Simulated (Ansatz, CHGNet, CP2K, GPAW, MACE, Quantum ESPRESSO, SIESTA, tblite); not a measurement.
# CP2K on (9,9) carbon nanotube bundle (108 atoms): settings against a plane-wave reference

How do the settings of CP2K change the result for (9,9) carbon nanotube bundle (108 atoms)? A plane-wave run serves as the yardstick.

Method: the method is named at each step, in CP2K 2026.2.

**1. The starting structure**

The cell holds 108 atoms: 108 C. Its edges and angles: a = 15.506 Å, b = 15.506 Å, c = 7.380 Å, α = 90.0°, β = 90.0°, γ = 120.0°. It derives from C (graphene). Graphene sheet (a = 2.46 Å) rolled into a (9,9) tube of diameter 12.21 Å, 3 periods, hexagonal bundle with 3.3 Å between walls; not relaxed, displaced by a Gaussian of 0.02 Å. Then every atom was moved at random, 0.02 Å r.m.s. a Cartesian component. The structure's axis is c.

The yardstick, on the same geometry:

- method: Kohn-Sham DFT, PBE, SSSP efficiency 1.3.0 pseudopotentials, plane waves (Quantum ESPRESSO 7.5); sssp-pbe-1.3.0-efficiency, cutoffs 45/360 Ry, Γ point
- r.m.s. force component: 1.652 eV/Å
- longest force: 9.299 eV/Å
- pressure: 3.581 GPa
- time: 3 min on 4 MPI ranks of Arm Neoverse V1, shared host
- CPU time: 12 min

**2. PBE, DZVP-MOLOPT-SR, 450/50 Ry, diagonalisation**

Method: Kohn-Sham DFT, PBE, GTH-PBE pseudopotentials, Gaussian and plane waves, DZVP-MOLOPT-SR-GTH, diagonalisation.

Input file input.inp:

```
&GLOBAL
  PROJECT cell
  RUN_TYPE ENERGY_FORCE
  PRINT_LEVEL LOW
&END GLOBAL
&FORCE_EVAL
  METHOD QS
  STRESS_TENSOR ANALYTICAL
  &DFT
    BASIS_SET_FILE_NAME BASIS_MOLOPT
    POTENTIAL_FILE_NAME GTH_POTENTIALS
    &MGRID
      CUTOFF 450
      REL_CUTOFF 50
    &END MGRID
    &QS
      EPS_DEFAULT 1.0E-12
    &END QS
    &SCF
      SCF_GUESS ATOMIC
      EPS_SCF 1.0E-06
      MAX_SCF 200
      ADDED_MOS 48
      &DIAGONALIZATION
        ALGORITHM STANDARD
      &END DIAGONALIZATION
      &SMEAR ON
        METHOD FERMI_DIRAC
        ELECTRONIC_TEMPERATURE [K] 580
      &END SMEAR
      &MIXING
        METHOD BROYDEN_MIXING
        ALPHA 0.15
        NBROYDEN 8
      &END MIXING
      &PRINT
        &RESTART OFF
        &END RESTART
      &END PRINT
    &END SCF
    &XC
      &XC_FUNCTIONAL PBE
      &END XC_FUNCTIONAL
    &END XC
    &PRINT
      &MULLIKEN ON
      &END MULLIKEN
      &HIRSHFELD ON
        SHAPE_FUNCTION DENSITY
      &END HIRSHFELD
      &MO ON
        EIGENVALUES T
        OCCUPATION_NUMBERS T
        MO_INDEX_RANGE 205 228
        &EACH
          QS_SCF 0
        &END EACH
        ADD_LAST NUMERIC
      &END MO
    &END PRINT
  &END DFT
  &SUBSYS
    &CELL
      A 15.50642 0.00000 0.00000
      B -7.75321 13.42896 0.00000
      C 0.00000 0.00000 7.38000
    &END CELL
    &TOPOLOGY
      COORD_FILE_NAME structure.xyz
      COORD_FILE_FORMAT XYZ
    &END TOPOLOGY
    &KIND C
      BASIS_SET DZVP-MOLOPT-SR-GTH-q4
      POTENTIAL GTH-PBE-q4
    &END KIND
  &END SUBSYS
  &PRINT
    &FORCES ON
    &END FORCES
    &STRESS_TENSOR ON
    &END STRESS_TENSOR
  &END PRINT
&END FORCE_EVAL
```

Input file structure.xyz:

```xyz
108

C 6.05068 0.68582 1.23681
C 5.94338 1.43730 7.34192
C 5.42399 2.74542 0.02074
C 5.12952 3.35831 1.18154
C 4.19658 4.44512 1.21866
C 3.66541 4.90640 7.37557
C 2.39093 5.56228 2.48795
C 1.76052 5.78318 1.22560
C 0.36076 6.12535 1.21453
C -0.38495 6.08856 0.00812
C -1.71354 5.85516 0.00768
C -2.42435 5.61263 1.24213
C 11.87931 4.94105 1.21150
C 11.31984 4.44230 2.46462
C 10.35883 3.37940 2.49392
C 10.04490 2.74837 1.27932
C 9.57258 1.45060 1.20442
C 9.38859 0.70515 7.32679
C 1.67485 12.70809 7.35048
C 1.79626 12.06404 1.19445
C 2.29836 10.70960 1.18338
C 2.64020 10.05869 7.33638
C 3.55268 8.96813 0.01579
C 4.11261 8.52014 1.23394
C 5.36096 7.82895 1.26205
C 5.98369 7.57863 7.34199
C 7.37447 7.33987 7.35742
C 8.09823 7.33382 1.24021
C 9.48210 7.52680 1.22788
C 10.18942 7.83016 7.35801
C -4.13145 8.56620 0.00111
C -3.54291 8.97135 1.19814
C -2.65625 10.08219 1.27394
C -2.32961 10.66219 2.47924
C -1.79316 12.02510 2.48876
C -1.70036 12.73831 1.20803
C 6.01804 0.70314 3.72432
C 5.97183 1.36949 2.50330
C 5.45586 2.72218 2.49474
C 5.12379 3.31642 3.66181
C 4.17293 4.42565 3.72070
C 3.64471 4.90708 2.42049
C 2.40753 5.60471 4.92349
C 1.74323 5.88027 3.67605
C 0.30710 6.10333 3.66675
C -0.36820 6.07754 2.47119
C -1.73625 5.85744 2.45968
C -2.44389 5.63788 3.66004
C 11.80713 4.91621 3.71288
C 11.33481 4.46043 4.90526
C 10.42667 3.34757 4.89006
C 10.04041 2.73091 3.67421
C 9.59669 1.43569 3.69605
C 9.45535 0.72490 2.42743
C 1.70509 12.72099 2.46034
C 1.80340 12.04900 3.69207
[... 48 atom lines left out ...]
C -2.65144 10.06850 6.15831
C -2.33821 10.68139 0.02089
C -1.84061 12.00737 7.33705
C -1.75602 12.68782 6.15558
```

Command:

```bash
> OMP_NUM_THREADS=1 mpirun -np 4 cp2k.psmp -i input.inp > output.txt
```

Numbers of over 12 decimals in the logs are rounded to 6 here.

What it wrote:

```text
CP2K| version string:                                       CP2K version 2026.2
 CP2K| Input file name                                                 input.inp
 GLOBAL| Basis set file name                                        BASIS_MOLOPT
 GLOBAL| Potential file name                                      GTH_POTENTIALS
 GLOBAL| Run type                                                   ENERGY_FORCE
 GLOBAL| Total number of message passing processes                             4
 GLOBAL| Number of threads for this process                                    1
 TOTAL NUMBERS AND MAXIMUM NUMBERS
  Total number of            - Atomic kinds:                                   1
                             - Atoms:                                        108
                             - Shell sets:                                   108
                             - Shells:                                       540
                             - Primitive Cartesian functions:                540
                             - Cartesian basis functions:                   1512
                             - Spherical basis functions:                   1404
  Maximum angular momentum of- Orbital basis functions:                        2
                             - Local part of the GTH pseudopotential:          2
                             - Non-local part of the GTH pseudopotential:      0
 SCF PARAMETERS         Density guess:                                    ATOMIC
                        max_scf:                                             200
                        eps_scf:                                        1.00E-06
                        added MOs                                        48    0
                        Mixing method:                            BROYDEN_MIXING
                                                charge density mixing in g-space
                        Smear method:                                FERMI_DIRAC
                        Electronic temperature [K]:                        580.0
                        Electronic temperature [a.u.]:                  1.84E-03
                        Accuracy threshold:                             1.00E-10
 Extrapolation method: initial_guess
 Number of electrons:                                                        432
 Number of occupied orbitals:                                                216
 Number of molecular orbitals:                                               264
 Number of orbital functions:                                               1404
 Number of independent orbital functions:                                   1404
 SCF WAVEFUNCTION OPTIMIZATION
  Step     Update method      Time    Convergence         Total energy    Change
     1 NoMix/Diag. 0.15E+00    3.5     0.93047079      -611.2541738859 -6.11E+02
     2 Broy./Diag. 0.15E+00    5.5     0.02058559      -586.7349259631  2.45E+01
     3 Broy./Diag. 0.15E+00    5.5     0.07563979      -608.5049937562 -2.18E+01
     4 Broy./Diag. 0.15E+00    5.5     0.01414329      -617.3180213895 -8.81E+00
[...]
21 Broy./Diag. 0.15E+00    5.5     0.00000199      -614.4642396273 -1.83E-04
    22 Broy./Diag. 0.15E+00    5.4     0.00000043      -614.4643123937 -7.28E-05
  *** SCF run converged in    22 steps ***
  Electronic density on regular grids:       -431.9999999998        0.0000000002
  Core density on regular grids:              431.9999999996       -0.0000000004
  Total charge density on r-space grids:       -0.0000000002
  Total charge density g-space grids:          -0.0000000002
  Overlap energy of the core charge distribution:               3.00624e-05
  Self energy of the core charge distribution:              -1440.180856
  Core Hamiltonian energy:                                    454.335446
  Hartree energy:                                             560.879197
  Exchange-correlation energy:                               -189.491326
  Electronic entropic energy:                                  -0.00680421
  Fermi energy:                                                 0.064990
  Total energy:                                              -614.464312
  Total energy (extrapolated to T->0):                       -614.460910
 MO| EIGENVALUES AND OCCUPATION NUMBERS
 MO|
 MO|  Index      Eigenvalue [a.u.]        Eigenvalue [eV]             Occupation
 MO|    205              -0.017904              -0.487193               2.000000
 MO|    206              -0.016062              -0.437056               2.000000
 MO|    207              -0.000139              -0.003786               2.000000
[...]
MO|    227               0.139664               3.800439               0.000000
 MO|    228               0.143743               3.911441               0.000000
 MO| Sum:                                                             432.000000
 MO| E(Fermi):            0.064990 a.u.          1.768456 eV
 !-----------------------------------------------------------------------------!
                     Mulliken Population Analysis
 #  Atom  Element  Kind  Atomic population                           Net charge
       1     C        1          3.995730                              0.004270
       2     C        1          4.009091                             -0.009091
       3     C        1          3.995976                              0.004024
[...]
107     C        1          4.004700                             -0.004700
     108     C        1          4.003106                             -0.003106
 # Total charge                            432.000000                  0.000000
 !-----------------------------------------------------------------------------!
 !-----------------------------------------------------------------------------!
                           Hirshfeld Charges
  #Atom  Element  Kind  Ref Charge     Population                    Net charge
      1       C      1       4.000          4.001                        -0.001
      2       C      1       4.000          4.003                        -0.003
      3       C      1       4.000          4.004                        -0.004
[...]
107       C      1       4.000          4.002                        -0.002
    108       C      1       4.000          4.000                         0.000
  Total Charge                                                           -0.000
 !-----------------------------------------------------------------------------!
 ENERGY| Total FORCE_EVAL ( QS ) energy [hartree]           -614.464309
 FORCES| Atomic forces [hartree/bohr]
 FORCES|   Atom     x               y               z               |f|
 FORCES|      1  3.90032089E-03  4.40335506E-02 -1.04141865E-02   4.54160915E-02
 FORCES|      2  2.58555378E-03 -4.21764737E-02  6.03497624E-02   7.36724768E-02
 FORCES|      3  2.00226727E-02 -5.10858113E-03 -5.84384172E-02   6.19843015E-02
[...]
FORCES|    107 -2.17608295E-03 -2.24167732E-03  5.26046874E-02   5.26973774E-02
 FORCES|    108  1.40795124E-02  3.09180820E-02 -4.20485815E-02   5.40577808E-02
 FORCES| Sum     1.01152166E-04 -1.24893535E-04  7.21672958E-05
 FORCES| Total atomic force                                       1.76176827E-04
 STRESS| Analytical stress tensor [bar]
 STRESS|                        x                   y                   z
 STRESS|      x        4.60971668512E+04   3.95016265646E+03  -2.38139522765E+03
 STRESS|      y        3.95016265646E+03   4.27854639202E+04   2.69625927682E+03
 STRESS|      z       -2.38139522765E+03   2.69625927682E+03   3.34432366650E+04
 STRESS| 1/3 Trace                                             4.07752891455E+04
```

Elapsed: 2.3 min, on 4 MPI ranks of Arm Neoverse V1, shared host; peak memory 3.8 GiB; 9.1 min of CPU time.

Banners, paths, timers and routine set-up lines are dropped from the logs unmarked, and long logs keep their key lines alone; longer cuts are marked.

Numbers from this run, and their distance from the reference:

```yaml
r_m_s_force_component: 1.678 eV/Å
r_m_s_difference_of_force_components: 31.22 meV/Å
longest_difference_of_force_vectors: 108.2 meV/Å
force_difference_over_r_m_s_force: 1.889 %
slope_of_forces_against_the_reference_s: 1.016
correlation_of_force_components: 1
pressure: 4.077 GPa
pressure_difference: 0.4962 GPa
```

Local excerpt of 10 atoms (numbers count through the whole input) about C71, which bears the longest force; x, y, z are measured from there.

| atom | x | y | z | distance (Å) | bonds | Hirshfeld charge (e) | Fx | Fy | Fz (eV/Å) |
| --- | --- | --- | --- | --- | --- | --- | --- | --- | --- |
| C71 | 0.00 | 0.00 | 0.00 | 0.00 | 3 | 0.00 | -1.78 | -5.54 | 7.38 |
| C72 | 0.10 | 0.62 | -1.12 | 1.29 | 3 | -0.01 | 0.71 | 2.80 | -4.83 |
| C108 | 0.06 | 0.61 | 1.31 | 1.45 | 3 | 0.00 | 0.72 | 1.59 | -2.16 |
| C70 | -0.53 | -1.39 | 0.09 | 1.49 | 3 | 0.01 | 1.18 | 0.77 | -0.71 |
| C37 | 0.08 | 2.05 | -1.12 | 2.34 | 3 | 0.00 | 0.99 | 0.02 | -1.33 |
| C35 | 0.02 | -0.06 | -2.35 | 2.35 | 3 | 0.01 | -0.84 | -1.00 | -1.73 |
| C73 | 0.09 | 2.03 | 1.35 | 2.44 | 3 | 0.00 | 0.31 | 1.64 | -2.86 |
| C69 | -0.86 | -2.06 | -1.10 | 2.49 | 3 | 0.00 | 2.33 | 3.42 | -2.05 |
| C107 | -0.03 | -0.07 | 2.50 | 2.50 | 3 | 0.00 | -0.11 | -0.12 | 2.71 |
| C105 | -0.84 | -2.01 | 1.32 | 2.55 | 3 | 0.00 | -0.38 | 0.16 | 1.44 |

Forces lie 1.9 % from the reference's, at 0.77 times its CPU time.

**3. PBE, TZVP-UZH, 450/50 Ry, diagonalisation**

Method: Kohn-Sham DFT, PBE, GTH-PBE pseudopotentials, Gaussian and plane waves, TZVP-MOLOPT (UZH set), diagonalisation.

Edit input.inp of step 2 so:

```diff
@@ -9,4 +9,4 @@
   &DFT
-    BASIS_SET_FILE_NAME BASIS_MOLOPT
-    POTENTIAL_FILE_NAME GTH_POTENTIALS
+    BASIS_SET_FILE_NAME BASIS_MOLOPT_UZH
+    POTENTIAL_FILE_NAME POTENTIAL_UZH
     &MGRID
@@ -72,3 +72,3 @@
     &KIND C
-      BASIS_SET DZVP-MOLOPT-SR-GTH-q4
+      BASIS_SET TZVP-MOLOPT-PBE-GTH-q4
       POTENTIAL GTH-PBE-q4
```

structure.xyz is that of step 2.

What it wrote:

```text
CP2K| version string:                                       CP2K version 2026.2
 CP2K| Input file name                                                 input.inp
 GLOBAL| Basis set file name                                    BASIS_MOLOPT_UZH
 GLOBAL| Potential file name                                       POTENTIAL_UZH
 GLOBAL| Run type                                                   ENERGY_FORCE
 GLOBAL| Total number of message passing processes                             4
 GLOBAL| Number of threads for this process                                    1
[... lines left out ...]
                        Smear method:                                FERMI_DIRAC
[... lines left out ...]
 Number of electrons:                                                        432
[... lines left out ...]
  Step     Update method      Time    Convergence         Total energy    Change
[... lines left out ...]
  *** SCF run converged in    24 steps ***
[... lines left out ...]
  Fermi energy:                                                 0.070307
  Total energy:                                              -614.318241
  Total energy (extrapolated to T->0):                       -614.314852
[... lines left out ...]
 MO| E(Fermi):            0.070307 a.u.          1.913151 eV
[... lines left out ...]
    108       C      1       4.000          4.000                         0.000
  Total Charge                                                           -0.000
 !-----------------------------------------------------------------------------!
 ENERGY| Total FORCE_EVAL ( QS ) energy [hartree]           -614.318196
 FORCES| Atomic forces [hartree/bohr]
 FORCES|   Atom     x               y               z               |f|
 FORCES|      1  3.90394270E-03  4.34481508E-02 -1.03498988E-02   4.48341720E-02
 FORCES|      2  2.30747640E-03 -4.21687071E-02  6.01371626E-02   7.34847102E-02
 FORCES|      3  2.01082679E-02 -4.92200044E-03 -5.83322427E-02   6.18968422E-02
[...]
FORCES|    107 -2.47359301E-03 -2.37042439E-03  5.22996607E-02   5.24117552E-02
 FORCES|    108  1.39276135E-02  3.11710652E-02 -4.17361054E-02   5.39213892E-02
 FORCES| Sum     9.65567402E-05 -1.25552792E-04  7.37637453E-05
 FORCES| Total atomic force                                       1.74722058E-04
 STRESS| Analytical stress tensor [bar]
 STRESS|                        x                   y                   z
 STRESS|      x        4.71937944764E+04   3.91700468630E+03  -2.36211718541E+03
 STRESS|      y        3.91700468630E+03   4.39345205016E+04   2.64819867061E+03
 STRESS|      z       -2.36211718541E+03   2.64819867061E+03   3.45829767326E+04
 STRESS| 1/3 Trace                                             4.19037639035E+04
```

It took 3.6 min on 4 MPI ranks; peak memory 4 GiB; 14 min of CPU time.

Against the reference:

```
r.m.s. force component                  : 1.674 eV/Å
r.m.s. difference of force components   : 25.12 meV/Å
longest difference of force vectors     : 94.96 meV/Å
force difference over r.m.s. force      : 1.521 %
slope of forces against the reference's : 1.013
correlation of force components         : 1
pressure                                : 4.19 GPa
pressure difference                     : 0.6091 GPa
```

Against the first run (1.9 %), the force difference from the reference is 1.5 %, at 1.6 times the CPU time, with 1836 basis functions against 1404; this set comes with other potentials too, so the change isn't the basis's alone.

(Continued in part 2 of 2.)

[Also dropped from logs without a mark: logging warnings of Python, and SIESTA's first energy breakdown and zero terms.]

[Logs are printed without paths, hosts, clocks, repeated set-up lines and the standing remarks that a program may print on its own settings, such as how far it seeks lower states.]

[Hosts, paths, dates, database ids (printed as entryN), source tags and the programs' standing remarks are cut or masked in the printed files.]
